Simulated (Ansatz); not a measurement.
## Decaying states in the gap of Li2HfSe3

Aim: relax a made-up compound, Li2HfSe3, and see how good a tunnel barrier it would be. It is built by putting Se for O in the Li2HfO3 structure of space group C2/m, with the volume rescaled by atomic radii. The parent structure comes from the Materials Project.

Calculated with Ansatz 0.2.0; LDA DFT, plane waves, PAW files, in the first sound run; inputs show where later runs differ.

The structure was built from a prototype and need not be the compound's stable phase.

**1. The starting structure**

Symmetry: C2/m, No. 12, monoclinic system. The conventional cell has a = 10.680 Å, b = 4.650 Å, c = 3.539 Å, α = 90.00°, β = 101.34°, γ = 90.00°. Nearest to Li lie 5 Se at 2.21 to 2.52 Å. Nearest to Hf lie 6 Se at 2.33 to 2.35 Å. Nearest to Se lie 3 Li at 2.21 to 2.33 Å and 2 Hf at 2.34 to 2.35 Å. Se has 2 Hf at 2.33 Å and 4 Li at 2.42 to 2.52 Å nearest. It derives from Li2HfO3. Se for O in the Li2HfO3 structure of space group C2/m. Farther neighbours and most contacts between anions are not listed.

**2. Relaxing the new crystal**

The substituted atoms don't fit the parent's cell, so cell and atoms relax together. A small smearing keeps the run stable in case the gap closes on the way.

The input, input.yaml:

```yaml
crystal:
  lattice:
    - [5.3400293878, -2.3251501099, 0.0]
    - [5.3400293878, 2.3251501099, 0.0]
    - [-0.6957225632, 0.0, 3.469445599]
  atoms:
    - { symbol: Li, position: [0.33577708, 0.33577708, 0.42137845] }
    - { symbol: Li, position: [0.66422292, 0.66422292, 0.57862155] }
    - { symbol: Hf, position: [0.0, 0.0, 0.0] }
    - { symbol: Se, position: [0.14665391, 0.14665391, 0.58915837] }
    - { symbol: Se, position: [0.5, 0.5, 0.0] }
    - { symbol: Se, position: [0.85334609, 0.85334609, 0.41084163] }
kpoints:
  mp_grid: { grid: [6, 6, 6] }
scf:
  occupations: { method: gaussian, width: 0.03 }
hamiltonian:
  xc: lda
output:
  forces: true
  stress: true
relax:
  f_tol: 0.02
  max_steps: 60
  cell: {}
```

On the command line:

```sh
> ansatz run input.yaml --threads 2 --pin off --max-ram 4096MiB --backend cpu --events-out ev --progress --plain --runs-dir out
```

Numbers of over 12 decimals in the logs are rounded to 6 here.

The program printed:

```text
Engine: ansatz 0.2.0, aarch64-unknown-linux-gnu
Pseudopotentials: kind: paw
Pseudopotential: Li, paw, valence charge 3, recommended cutoff 420 eV (normal), Li.paw.azcp
Pseudopotential: Hf, paw, valence charge 26, recommended cutoff 420 eV (normal), Hf.paw.azcp
Pseudopotential: Se, paw, valence charge 16, recommended cutoff 420 eV (normal), Se.paw.azcp
Functional definition: SPW92
  exchange = slater_x
  correlation = pw_c
Crystal: 6 atoms, lattice volume = 86.156 Å³
Basis set: ecut = 420 eV, 1697 PW (Γ)
Bands: 48, of which v1, the nominal top of the filled ones, is band 40 counted from 1 (39 counted from 0)
Symmetry: 4 space group operations
Space group: C2/m (ITA 12), of the structure as read, at distance tolerance 4.4e-5 Å
k-points: 68 of 216
Non-local potential: Li, projectors of the file, l = 0: 3, l = 1: 2, l = 2: 1
Non-local potential: Hf, projectors of the file, l = 0: 3, l = 1: 2, l = 2: 2, l = 3: 3
Non-local potential: Se, projectors of the file, l = 0: 2, l = 1: 2, l = 2: 3, l = 3: 1
PAW form: soft (Blöchl's): semilocal exchange-correlation on the pseudo side does not see the compensation charge
PAW frozen core: Hf, regenerated for the run's functional, and the local potential with it (the file was generated under x = pbe(κ = 0.804, μ = 0.219515), c = pbe(β = 0.066725))
PAW frozen core: Se, regenerated for the run's functional, and the local potential with it (the file was generated under x = pbe(κ = 0.804, μ = 0.219515), c = pbe(β = 0.066725))
PAW one-centre angular grid: Li, 110 points (default); XC on 64 Gauss nodes
PAW one-centre angular grid: Hf, 590 points (default); XC on 64 Gauss nodes
PAW one-centre angular grid: Se, 590 points (default); XC on 64 Gauss nodes
Initial density: superposition of atomic densities (neutral atoms: chi_scale 0, normalization atom), corrected by the library's trained network
Initial wavefunctions: pseudopotential atomic-orbital guess
Functional: x = slater, c = lda
SCF iter   1: F=—  HF=-32033.383287 eV  |F-HF|=—  |Δ(HF+E_count)|=         —  Δρ=6.40e-3  dr2=1.62e-2  ethr=1.77e-3  ⟨swp⟩=6.0  Hψ=11414  notcnv=0  defer=3
preconditioner: auto → LDOS  [metal: Δε(μ)=0.002 eV  Ē_g=12.780 eV  σ=0.030 eV  W_gap=0.04  n_scr=30 (ndim 8)  ℏωp=24.7 eV  f_vac=0.022  D(μ)=1.71/eV (n_scr^D=8)  β→1.0]
SCF iter   2: F=—  HF=-32033.369162 eV  |F-HF|=—  |Δ(HF+E_count)|=   1.41e-2  Δρ=1.64e-3  dr2=2.53e-3  ethr=2.02e-5  ⟨swp⟩=2.0  Hψ=6690  notcnv=0  defer=203
SCF iter   3: F=—  HF=-32033.367635 eV  |F-HF|=—  |Δ(HF+E_count)|=   1.53e-3  Δρ=5.56e-4  dr2=3.13e-4  ethr=3.16e-6  ⟨swp⟩=2.0  Hψ=6056  notcnv=0  defer=203
SCF iter   4: F=—  HF=-32033.367339 eV  |F-HF|=—  |Δ(HF+E_count)|=   2.96e-4  Δρ=2.06e-4  dr2=6.28e-5  ethr=3.91e-7  ⟨swp⟩=2.9  Hψ=6039  notcnv=0  defer=203
SCF iter   5: F=—  HF=-32033.367312 eV  |F-HF|=—  |Δ(HF+E_count)|=   2.67e-5  Δρ=8.80e-5  dr2=1.53e-5  ethr=7.86e-8  ⟨swp⟩=2.0  Hψ=5783  notcnv=0  defer=203
SCF iter   6: F=—  HF=-32033.367309 eV  |F-HF|=—  |Δ(HF+E_count)|=   3.31e-6  Δρ=4.20e-5  dr2=4.78e-6  ethr=1.91e-8  ⟨swp⟩=2.0  Hψ=3982  notcnv=0  defer=203
SCF iter   7: F=—  HF=-32033.367307 eV  |F-HF|=—  |Δ(HF+E_count)|=   1.23e-6  Δρ=1.59e-5  dr2=4.62e-7  ethr=5.97e-9  ⟨swp⟩=2.0  Hψ=3681  notcnv=0  defer=203
SCF iter   8: F=-32033.367307 eV  HF=-32033.367307 eV  |F-HF|=1.80e-9  |Δ(HF+E_count)|=   1.50e-7  Δρ=2.78e-6  dr2=4.74e-9  ethr=1.25e-10  ⟨swp⟩=4.9  Hψ=12931  notcnv=0
SCF 1 converged in 8 iterations: F = -32033.367307 eV  dr2 = 4.74e-9
  greatest PAW one-centre occupation: 1.000 electrons in one spin orbital (limit 2), on the Li atom at site 1 (counted from 0), in its partial waves of l = 0
relax step   1: F+E_penalty+E_count = -32033.36730729 eV  Δ(F+E_penalty+E_count) = +0.000e0 eV  max|allowed force component| = 4.827e0 eV/Å  Δτ_max = 0.0000 Å  P = +49.823 GPa  Ω = 86.156 Å³  (8 SCF iters, dr2 threshold 1.00e-7 eV, accepted)
Crystal: 6 atoms, lattice volume = 97.251 Å³
Basis set: ecut = 420 eV, 1897 PW (Γ)
Initial density: handed on by an earlier stage of this run
Initial wavefunctions: those handed on with the density
iter 1 solved again at ethr=1.03e-3 eV; its pass at ethr=3.10e-3 eV (dr2=8.22e-1 eV) is discarded
SCF iter   1: F=—  HF=-32036.792553 eV  |F-HF|=—  |Δ(HF+E_count)|=         —  Δρ=1.84e-2  dr2=8.16e-1  ethr=1.03e-3  ⟨swp⟩=1.3  Hψ=17096  notcnv=0
preconditioner: auto → Resta (q_TF=auto, 2.641 Å⁻¹)  ε∞=4.6  [insulator: Δε(μ)=0.463 eV  Ē_g=12.199 eV  σ=0.030 eV  W_gap=1.00  n_scr=34 (ndim 8)  ℏωp=23.2 eV  f_vac=0.021  D(μ)=0.00/eV (n_scr^D=0)  ε∞_Penn≈4.6]
SCF iter   2: F=—  HF=-32036.589558 eV  |F-HF|=—  |Δ(HF+E_count)|=   2.03e-1  Δρ=7.32e-3  dr2=9.42e-2  ethr=1.02e-3  ⟨swp⟩=3.1  Hψ=4833  notcnv=0
SCF iter   3: F=—  HF=-32036.558785 eV  |F-HF|=—  |Δ(HF+E_count)|=   3.08e-2  Δρ=2.62e-3  dr2=9.18e-3  ethr=1.18e-4  ⟨swp⟩=3.0  Hψ=7094  notcnv=0  defer=31
SCF iter   4: F=—  HF=-32036.550930 eV  |F-HF|=—  |Δ(HF+E_count)|=   7.85e-3  Δρ=1.47e-3  dr2=2.60e-3  ethr=1.15e-5  ⟨swp⟩=2.5  Hψ=6619  notcnv=0  defer=52
SCF iter   5: F=—  HF=-32036.550881 eV  |F-HF|=—  |Δ(HF+E_count)|=   4.93e-5  Δρ=3.58e-4  dr2=2.43e-4  ethr=3.25e-6  ⟨swp⟩=2.0  Hψ=6346  notcnv=0  defer=53
SCF iter   6: F=—  HF=-32036.550752 eV  |F-HF|=—  |Δ(HF+E_count)|=   1.29e-4  Δρ=1.55e-4  dr2=2.41e-5  ethr=3.03e-7  ⟨swp⟩=2.0  Hψ=5882  notcnv=0  defer=53
SCF iter   7: F=—  HF=-32036.550746 eV  |F-HF|=—  |Δ(HF+E_count)|=   6.38e-6  Δρ=5.74e-5  dr2=3.27e-6  ethr=3.01e-8  ⟨swp⟩=2.0  Hψ=5919  notcnv=0  defer=53
SCF iter   8: F=-32036.550746 eV  HF=-32036.550747 eV  |F-HF|=3.61e-7  |Δ(HF+E_count)|=   7.41e-7  Δρ=1.52e-5  dr2=3.54e-7  ethr=7.50e-10  ⟨swp⟩=5.0  Hψ=14416  notcnv=0
SCF 2 converged in 8 iterations: F = -32036.550746 eV  dr2 = 3.54e-7
relax step   2: F+E_penalty+E_count = -32036.55074614 eV  Δ(F+E_penalty+E_count) = -3.183e0 eV  max|allowed force component| = 8.165e-1 eV/Å  Δτ_max = 0.1273 Å  P = +20.023 GPa  Ω = 97.251 Å³  energy of the carried Pulay correction = -3.943e-3 eV  (8 SCF iters, dr2 threshold 6.00e-7 eV, accepted)
Crystal: 6 atoms, lattice volume = 107.143 Å³
Basis set: ecut = 420 eV, 2107 PW (Γ)
iter 1 solved again at ethr=4.17e-4 eV; its pass at ethr=3.10e-3 eV (dr2=3.34e-1 eV) is discarded
SCF iter   1: F=—  HF=-32037.633806 eV  |F-HF|=—  |Δ(HF+E_count)|=         —  Δρ=1.05e-2  dr2=3.28e-1  ethr=4.17e-4  ⟨swp⟩=2.0  Hψ=16881  notcnv=0
preconditioner: auto → Resta (q_TF=auto, 2.599 Å⁻¹)  ε∞=4.4  [insulator: Δε(μ)=0.649 eV  Ē_g=11.977 eV  σ=0.030 eV  W_gap=1.00  n_scr=34 (ndim 8)  ℏωp=22.1 eV  f_vac=0.023  D(μ)=0.00/eV (n_scr^D=0)  ε∞_Penn≈4.4]
SCF iter   2: F=—  HF=-32037.553372 eV  |F-HF|=—  |Δ(HF+E_count)|=   8.04e-2  Δρ=4.14e-3  dr2=2.99e-2  ethr=4.10e-4  ⟨swp⟩=3.2  Hψ=4962  notcnv=0  defer=1
SCF iter   3: F=—  HF=-32037.542874 eV  |F-HF|=—  |Δ(HF+E_count)|=   1.05e-2  Δρ=1.62e-3  dr2=3.96e-3  ethr=3.74e-5  ⟨swp⟩=3.0  Hψ=5603  notcnv=0  defer=1
SCF iter   4: F=—  HF=-32037.541860 eV  |F-HF|=—  |Δ(HF+E_count)|=   1.01e-3  Δρ=8.42e-4  dr2=8.66e-4  ethr=4.95e-6  ⟨swp⟩=2.0  Hψ=6294  notcnv=0  defer=1
SCF iter   5: F=—  HF=-32037.541611 eV  |F-HF|=—  |Δ(HF+E_count)|=   2.49e-4  Δρ=2.31e-4  dr2=6.18e-5  ethr=1.08e-6  ⟨swp⟩=2.0  Hψ=4663  notcnv=0  defer=1
SCF iter   6: F=—  HF=-32037.541600 eV  |F-HF|=—  |Δ(HF+E_count)|=   1.02e-5  Δρ=5.28e-5  dr2=3.46e-6  ethr=7.73e-8  ⟨swp⟩=2.0  Hψ=5906  notcnv=0  defer=1
SCF iter   7: F=—  HF=-32037.541600 eV  |F-HF|=—  |Δ(HF+E_count)|=   4.19e-7  Δρ=2.68e-5  dr2=1.06e-6  ethr=7.50e-10  ⟨swp⟩=5.1  Hψ=14425  notcnv=0
SCF iter   8: F=-32037.541599 eV  HF=-32037.541599 eV  |F-HF|=1.99e-8  |Δ(HF+E_count)|=   6.65e-7  Δρ=7.03e-6  dr2=7.20e-8  ethr=7.50e-10  ⟨swp⟩=4.8  Hψ=12550  notcnv=0
SCF 3 converged in 8 iterations: F = -32037.541599 eV  dr2 = 7.20e-8
relax step   3: F+E_penalty+E_count = -32037.54159920 eV  Δ(F+E_penalty+E_count) = -9.909e-1 eV  max|allowed force component| = 3.755e-1 eV/Å  Δτ_max = 0.0486 Å  P = +6.620 GPa  Ω = 107.143 Å³  energy of the carried Pulay correction = -7.079e-3 eV  (8 SCF iters, dr2 threshold 6.00e-7 eV, accepted)
[... from here on, the SCF cycles and remarks between the steps are left out ...]
relax step   4: F+E_penalty+E_count = -32037.78254080 eV  Δ(F+E_penalty+E_count) = -2.409e-1 eV  max|allowed force component| = 1.688e-1 eV/Å  Δτ_max = 0.0877 Å  P = +1.195 GPa  Ω = 111.577 Å³  energy of the carried Pulay correction = -8.385e-3 eV  (8 SCF iters, dr2 threshold 6.00e-7 eV, accepted)
relax step   5: F+E_penalty+E_count = -32037.84150922 eV  Δ(F+E_penalty+E_count) = -5.897e-2 eV  max|allowed force component| = 1.822e-1 eV/Å  Δτ_max = 0.1456 Å  P = +0.259 GPa  Ω = 112.692 Å³  energy of the carried Pulay correction = -8.704e-3 eV  (7 SCF iters, dr2 threshold 6.00e-7 eV, accepted)
relax step   6: F+E_penalty+E_count = -32037.84492488 eV  Δ(F+E_penalty+E_count) = -3.416e-3 eV  max|allowed force component| = 3.172e-2 eV/Å  Δτ_max = 0.0214 Å  P = -0.043 GPa  Ω = 112.340 Å³  energy of the carried Pulay correction = -8.604e-3 eV  (6 SCF iters, dr2 threshold 6.00e-7 eV, accepted)
relax step   7: F+E_penalty+E_count = -32037.84508118 eV  Δ(F+E_penalty+E_count) = -1.563e-4 eV  max|allowed force component| = 1.821e-4 eV/Å  Δτ_max = 0.0035 Å  P = +0.002 GPa  Ω = 112.399 Å³  energy of the carried Pulay correction = -8.621e-3 eV  (6 SCF iters, dr2 threshold 6.29e-8 eV, accepted)
relax step   8: F+E_penalty+E_count = -32037.86248439 eV  Δ(F+E_penalty+E_count) = -1.740e-2 eV  max|allowed force component| = 3.852e-3 eV/Å  Δτ_max = 0.0000 Å  P = +0.237 GPa  Ω = 112.399 Å³  stress off target by 3.79e-1 GPa  SCF on the basis re-selected at this cell (its energy is not comparable with the rows above)  (8 SCF iters)
relax step   9: F+E_penalty+E_count = -32037.86293915 eV  Δ(F+E_penalty+E_count) = -4.548e-4 eV  max|allowed force component| = 2.981e-3 eV/Å  Δτ_max = 0.0084 Å  P = -0.070 GPa  Ω = 113.135 Å³  energy of the carried Pulay correction = -1.367e-4 eV  (6 SCF iters, dr2 threshold 3.58e-7 eV, accepted)
relax step  10: F+E_penalty+E_count = -32037.86311234 eV  Δ(F+E_penalty+E_count) = -1.732e-4 eV  max|allowed force component| = 5.912e-4 eV/Å  Δτ_max = 0.0031 Å  P = -0.001 GPa  Ω = 112.922 Å³  energy of the carried Pulay correction = -9.725e-5 eV  (5 SCF iters, dr2 threshold 6.65e-8 eV, accepted)
iter 1 solved again at ethr=1.52e-7 eV; its pass at ethr=3.10e-3 eV (dr2=1.22e-4 eV) is discarded
SCF iter   1: F=—  HF=-32037.863158 eV  |F-HF|=—  |Δ(HF+E_count)|=         —  Δρ=2.06e-4  dr2=1.04e-6  ethr=1.52e-7  ⟨swp⟩=3.0  Hψ=19043  notcnv=0
preconditioner: auto → Resta (q_TF=auto, 2.576 Å⁻¹)  ε∞=4.3  [insulator: Δε(μ)=0.476 eV  Ē_g=11.917 eV  σ=0.030 eV  W_gap=1.00  n_scr=34 (ndim 8)  ℏωp=21.5 eV  f_vac=0.000  D(μ)=0.00/eV (n_scr^D=0)  ε∞_Penn≈4.3]
SCF iter   2: F=—  HF=-32037.863191 eV  |F-HF|=—  |Δ(HF+E_count)|=   3.24e-5  Δρ=1.04e-4  dr2=2.74e-7  ethr=1.30e-9  ⟨swp⟩=1.7  Hψ=3730  notcnv=0
SCF iter   3: F=—  HF=-32037.863202 eV  |F-HF|=—  |Δ(HF+E_count)|=   1.15e-5  Δρ=3.61e-6  dr2=1.54e-8  ethr=3.43e-10  ⟨swp⟩=2.0  Hψ=3794  notcnv=0
SCF iter   4: F=—  HF=-32037.863202 eV  |F-HF|=—  |Δ(HF+E_count)|=   1.39e-8  Δρ=1.04e-6  dr2=1.27e-9  ethr=1.92e-11  ⟨swp⟩=2.2  Hψ=5944  notcnv=0
SCF iter   5: F=—  HF=-32037.863202 eV  |F-HF|=—  |Δ(HF+E_count)|=  3.31e-10  Δρ=3.35e-7  dr2=1.31e-10  ethr=1.59e-12  ⟨swp⟩=2.5  Hψ=5758  notcnv=0
SCF iter   6: F=-32037.863202 eV  HF=-32037.863202 eV  |F-HF|=3.64e-11  |Δ(HF+E_count)|=  4.37e-11  Δρ=1.05e-7  dr2=1.81e-11  ethr=1.00e-12  ⟨swp⟩=4.9  Hψ=12226  notcnv=0
SCF 11 converged in 6 iterations: F = -32037.863202 eV  dr2 = 1.81e-11
relax step  11: F+E_penalty+E_count = -32037.86320224 eV  Δ(F+E_penalty+E_count) = -8.989e-5 eV  max|allowed force component| = 6.157e-4 eV/Å  Δτ_max = 0.0000 Å  P = -0.001 GPa  Ω = 112.922 Å³  stress off target by 8.79e-3 GPa  SCF on the basis re-selected at this cell (its energy is not comparable with the rows above)  (6 SCF iters)
basis re-selected at this cell: Δ(F+E_penalty+E_count) = -8.989e-5 eV, ΔP = -0.000 GPa vs the last step (what re-selecting the basis moved, of the pressure what is left beyond the Pulay correction that the steps carried, after the strain that the cell walked since its last selection, with what the two solves' SCF thresholds leave and, on support functions, any second-order correction that the steps lacked; it is no m [...]
SCF converged after 6 iterations
Free energy (F): -32037.863202 eV
Harris-Foulkes:  -32037.863202 eV  (|F-HF|=3.64e-11)
Internal energy: -32037.863202 eV  (E = F + TS)
E sigma→0 (E₀):  -32037.863202 eV
Fermi energy:    9.811341 eV
--- Per-component energies (eV) ---
  E_band       = -1431.572568
  E_kinetic    = 829.284850
  E_local      = -14641.227464  (includes V_loc(G=0)·N_el)
  E_nonlocal   = -3068.922388
  E_hartree    = 7002.458408
  E_xc         = -633.174583
  E_vxc        = -594.462797  (∫ρ·V_xc dr)
  E_paw        = -12200.475555  (= ΣΔE_a)
  E_vpaw       = 2038.840417  (= ΣTr[D̂ρ^β])
  E_aug_tail   = -0.001759  (compensation charges beyond the density's cutoff)
  E_ewald      = -9334.914042
  E_core_change = 9.109329  (= ΣΔE_core)
  E_smearing   = -0.000000  (= −TS)
  E_closure    = -0.000000  (closes the sum)
  Σ components = -32037.863202   (vs F -32037.863202, Δ=0.00e0)
--- Forces (eV/Å), atoms counted from 1 ---
  atom   1  Li     0.00061567     0.00000000     0.00005392
  atom   2  Li    -0.00061567    -0.00000000    -0.00005392
  atom   3  Hf     0.00000000     0.00000000     0.00000000
  atom   4  Se    -0.00035636    -0.00000000    -0.00004432
  atom   5  Se     0.00000000     0.00000000     0.00000000
  atom   6  Se     0.00035636     0.00000000     0.00004432
  max |Σ_I F_I| component: 5.42e-20 eV/Å
--- Stress (GPa, compression-positive) ---
       -0.007275      -0.000000      -0.004143
       -0.000000       0.002212      -0.000000
       -0.004143      -0.000000       0.002554
  P = ⅓ Tr σ = -0.0008 GPa (-0.008 kbar)
--- Relaxed structure (9 steps of the walk, 9 accepted, 2 SCFs on fresh bases) ---
  F+E_penalty+E_count = -32037.86320224 eV   max|allowed force component| = 6.157e-4 eV/Å   (the final SCF, on the basis selected at the relaxed cell)
  cell:  # Å, volume = 112.9224 Å³
    - [6.024794, -2.632192, -0.300911]
    - [6.024794, 2.632192, -0.300911]
    - [-0.980440, -5.991977539985147e-17, 3.609300]
  atoms:
    - { symbol: Li, position: [0.340019, 0.340019, 0.340053] }
    - { symbol: Li, position: [0.659981, 0.659981, 0.659947] }
    - { symbol: Hf, position: [0, 0, 3.3333346332082787e-19] }
    - { symbol: Se, position: [0.161771, 0.161771, 0.661751] }
    - { symbol: Se, position: [0.5, 0.5, 0.0] }
    - { symbol: Se, position: [0.838229, 0.838229, 0.338249] }
```

Wall time 78 s (2 threads of Arm Neoverse V2, shared host); peak memory 0.58 GiB; 2.6 min of CPU time.

The steps of the relaxation:

```csv
step,energy less that of the first step (eV),largest force component (eV/Å),pressure (GPa),volume (Å³)
1,0.0000,4.8266,49.82,86.16
2,-3.1834,0.8165,20.02,97.25
3,-4.1743,0.3755,6.62,107.14
4,-4.4152,0.1688,1.20,111.58
5,-4.4742,0.1822,0.26,112.69
6,-4.4776,0.0317,-0.04,112.34
7,-4.4778,0.0002,0.00,112.40
8*,-4.4952,0.0039,0.24,112.40
9,-4.4956,0.0030,-0.07,113.13
10,-4.4958,0.0006,0.00,112.92
11*,-4.4959,0.0006,0.00,112.92
```

Relaxation steps marked * repeat the geometry before them on a plane-wave basis chosen anew for their cell, so energy and pressure can jump there.

Forces are held to the 4 operations that the run works with; a distortion that breaks them can't arise in this run.

| cell as run | before | after | change |
| --- | --- | --- | --- |
| a (Å) | 5.824 | 6.582 | +13.0 % |
| b (Å) | 5.824 | 6.582 | +13.0 % |
| c (Å) | 3.539 | 3.740 | +5.7 % |
| α (°) | 100.39 | 106.50 | +6.1 % |
| β (°) | 100.39 | 106.50 | +6.1 % |
| γ (°) | 47.06 | 47.15 | +0.2 % |
| volume (Å³/atom) | 14.36 | 18.82 | +31.1 % |

The atoms that moved most (Å, as changes of fractional coordinates times the final cell):

| atom | dx | dy | dz | length |
| --- | --- | --- | --- | --- |
| Li1 | 0.131 | 0.000 | -0.296 | 0.324 |
| Li2 | -0.131 | 0.000 | 0.296 | 0.324 |
| Se6 | -0.111 | 0.000 | -0.253 | 0.276 |
| Se4 | 0.111 | 0.000 | 0.253 | 0.276 |

The relaxed structure:

```xyz
6
Lattice="6.0248 -2.6322 -0.3009 6.0248 2.6322 -0.3009 -0.9804 0.0000 3.6093" Properties=species:S:1:pos:R:3 pbc="T T T"
Li    3.7637    0.0000    1.0227
Li    7.3055    0.0000    1.9848
Hf    0.0000    0.0000    0.0000
Se    1.3005    0.0000    2.2911
Se    6.0248    0.0000   -0.3009
Se    9.7687    0.0000    0.7164
```

This step gave:

| Quantity | Value |
| --- | --- |
| free energy | -32037.8632 eV |
| Fermi energy | 9.811 eV |
| pressure | -8.36e-4 GPa |

The largest force component on a free atom ends at 6.2e-4 eV/Å.

**3. Band edges**

The energy window and the wavevectors of the next steps follow from the band edges, so these are searched first, off the mesh as well.

The input, input.yaml:

```yaml
crystal:
  lattice:
    - [6.0247936402, -2.6321923948, -0.3009112402]
    - [6.0247936402, 2.6321923948, -0.3009112402]
    - [-0.980440307, 0.0, 3.6093003547]
  atoms:
    - { symbol: Li, position: [0.3400187979, 0.3400187979, 0.3400532467] }
    - { symbol: Li, position: [0.6599812021, 0.6599812021, 0.6599467533] }
    - { symbol: Hf, position: [0.0, 0.0, 0.0] }
    - { symbol: Se, position: [0.1617707841, 0.1617707841, 0.6617509209] }
    - { symbol: Se, position: [0.5, 0.5, 0.0] }
    - { symbol: Se, position: [0.8382292159, 0.8382292159, 0.3382490791] }
kpoints:
  mp_grid: { grid: [6, 6, 8] }
  band_path: { path: [VBM, CBM], npoints: 30 }
scf:
  occupations: { method: fixed }
hamiltonian:
  xc: lda
output:
  eigenvalues: true
  write_potential: true
  write_density: true
  volumetric_format: npy
```

The program printed:

```text
[...]
Crystal: 6 atoms, lattice volume = 112.922 Å³
Basis set: ecut = 420 eV, 2185 PW (Γ)
Bands: 48, of which v1, the nominal top of the filled ones, is band 40 counted from 1 (39 counted from 0)
Symmetry: 4 space group operations
[...]
k-points: 89 of 288
[...]
SCF iter   1: F=—  HF=-32037.885362 eV  |F-HF|=—  |Δ(HF+E_count)|=         —  Δρ=5.37e-3  dr2=1.78e-2  ethr=1.77e-3  ⟨swp⟩=4.3  Hψ=12087  notcnv=0  defer=461
[...]
SCF iter   8: F=-32037.872842 eV  HF=-32037.872842 eV  |F-HF|=6.39e-9  |Δ(HF+E_count)|=   3.39e-8  Δρ=2.52e-6  dr2=8.17e-9  ethr=1.25e-10  ⟨swp⟩=9.3  Hψ=15510  notcnv=0
SCF 1 converged in 8 iterations: F = -32037.872842 eV  dr2 = 8.17e-9
[...]
NSCF: frozen V_eff on 68 k-points
[...]
SCF converged after 8 iterations
Free energy (F): -32037.872842 eV
[...]
Internal energy: -32037.872842 eV  (E = F + TS)
E sigma→0 (E₀):  -32037.872842 eV
Fermi energy:    9.571047 eV
[...]
--- Band table (eV; the first three rows and the last of 89) ---
  k-point 0: bands = [... 36 lower, 8.4451, 9.4035, 9.4126, 9.5710, 10.5523, 11.1410, 11.7468, 12.1861, ... 4 higher]
  k-point 1: bands = [... 36 lower, 7.7591, 8.7506, 9.0544, 9.2988, 11.1281, 11.2713, 11.6730, 12.2283, ... 4 higher]
  k-point 2: bands = [... 36 lower, 6.8915, 7.7376, 8.3617, 8.9056, 11.2201, 11.4349, 11.8541, 12.3054, ... 4 higher]
  k-point 88: bands = [... 36 lower, 7.3263, 7.7325, 7.8728, 8.3725, 10.0793, 11.2669, 12.3612, 12.6809, ... 4 higher]
```

It took 33 s on 2 threads; peak memory 0.59 GiB.

Reading the cycles: dr2 is the Hartree energy of the density residual (eV), the measure of convergence; HF is the Harris–Foulkes estimate of the energy, which meets the free energy F at convergence.

This step gave:

- free energy: -32037.8728 eV
- Fermi energy: 9.571 eV
- gap on the k-mesh: 0.4825 eV
- gap on path: 0.4825 eV, by band count; negative where bands overlap
- direct gap on path: 0.5502 eV
- edge places on path: 0, 0.5478 1/A along the path

Electronic bands along the path, in eV, zero at the Fermi level (highest filled level under fixed occupations); v1 is the highest filled band, c1 the lowest empty one:

```
  point     v4     v3     v2     v1    c1    c2    c3    c4
    VBM  -1.13  -0.17  -0.16   0.00  0.98  1.57  2.18  2.62
halfway  -1.37  -1.26  -0.62  -0.06  0.83  1.58  2.44  2.63
    CBM  -1.95  -1.72  -1.22  -0.07  0.48  1.59  2.64  2.69
```

The searched edges give 0.483 eV, as on the mesh.

(Continued in part 2 of 3.)

[Logs are printed without paths, hosts, clocks, repeated set-up lines and the standing remarks that a program may print on its own settings, such as how far it seeks lower states.]

[Hosts, paths, dates, database ids (printed as entryN), source tags and the programs' standing remarks are cut or masked in the printed files.]
